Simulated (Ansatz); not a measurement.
Rows from a G0W0 calculation on Ga2AsP (zincblende [001] superlattice) (P-4m2) (Ansatz 0.2.0; G0W0 on PBEsol, plane waves, PAW; PAW set soft_1; 4×4×2 mesh, 331 empty bands, screening to 90 eV, PAW set soft_1 files), in eV. Spin-orbit coupling is left out.

The structure was built from a prototype and need not be the compound's stable phase.

```
row      Σx     Σc     Vxc     Z
  A  -17.08   1.33  -15.41  0.76
  B   -6.78  -3.82  -10.72  0.78
  C  -11.32  -3.83  -15.71  0.77
```

Which rows are filled states and which are empty ones, and how can one tell?

Filled: A. Empty: B and C. The sign of Σc tells: for a filled state bare exchange, which holds its interaction with itself, lies below Vxc (Σx − Vxc is -1.7 eV or lower here) and screening gives part back as a positive Σc. For an empty state Σx lies above Vxc (+3.9 eV or more) and the Coulomb hole leaves Σc negative.

[Paths, hosts, dates, memory and timing lines, banners, echoed tables and standing remarks are left out of the program output.]

[Logs are printed without paths, hosts, clocks, repeated set-up lines and the standing remarks that a program may print on its own settings, such as how far it seeks lower states.]

[Runs of the session that timed out or met a known fault of the program may be left out.]

[Cells called generated may have been cut or substituted from an entry of the Crystallography Open Database or the Materials Project.]

[Hosts, paths, dates, database ids (printed as entryN), source tags and the programs' standing remarks are cut or masked in the printed files.]
